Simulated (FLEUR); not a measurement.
# Calculated records

### Collinear magnetic orders of FePt (Tetraferroplatinum) with FLEUR

It takes space group P4/mmm (No. 123, tetragonal). Conventional cell: a = 2.724 Å, b = 2.724 Å, c = 3.720 Å, α = 90.00°, β = 90.00°, γ = 90.00°. Fe has 8 Pt at 2.68 Å and 4 Fe at 2.72 Å nearest. Nearest to Pt lie 8 Fe at 2.68 Å and 4 Pt at 2.72 Å. Farther neighbours are not listed.

```xyz
2
Lattice="2.7235 0.0000 0.0000 0.0000 2.7235 0.0000 0.0000 0.0000 3.7200" Properties=species:S:1:pos:R:3 pbc="T T T"
Fe    0.0000    0.0000    0.0000
Pt    1.3618    1.3618    1.8600
```

```
method                             : PBE; all-electron FLAPW, Dirac cores, scalar-relativistic bands
program                            : FLEUR MaX-R8.1
settings of one run                : kmax 3.6 1/bohr, gmax 10.8 1/bohr, muffin tin radii Fe: 2.47, Pt: 2.47 bohr, lmax Fe: [10, 8], Pt: [10, 8], hist occupations, smearing width 0.05 eV, mixer Anderson, mixing 0.05, max iterations 90, stop 2.00e-5 me/bohr³, collinear spin, 12×12×12 k-mesh, mesh matched on, starting moments 2.8 0 μB
cost                               : 7 runs, 14 min in all on 4 MPI ranks of Intel Xeon Platinum 8488C (Sapphire Rapids), shared host (the runs of this entry)
notes                              : The run is spin-polarised, with a total moment of 3.30 μB a cell. This is the lowest of 7 finished starts, no proof of the ground state.
lowest state found                 : ferromagnetic (initial ferro +)
largest site spin moment           : 2.98 μB
next finished state                : antiferromagnetic, 1.42 meV a seeded atom higher
energy gained by spin polarisation : 731 meV a seeded atom
```

The lowest state found is ferromagnetic, reached from the start ferro +, with moments up to 2.98 μB. The two lowest states lie so close that the mesh, the functional or spin–orbit coupling could swap them.

[Logs and program files are shortened in this print: banners, set-up blocks, solver, clock and traceback lines can be left out without a mark of their own.]

[Logs are printed without paths, hosts, clocks, repeated set-up lines and the standing remarks that a program may print on its own settings, such as how far it seeks lower states.]

[Hosts, paths, dates, database ids (printed as entryN), source tags and the programs' standing remarks are cut or masked in the printed files.]

[Where a cell is said to come from a database of computed structures, the database is the Materials Project.]
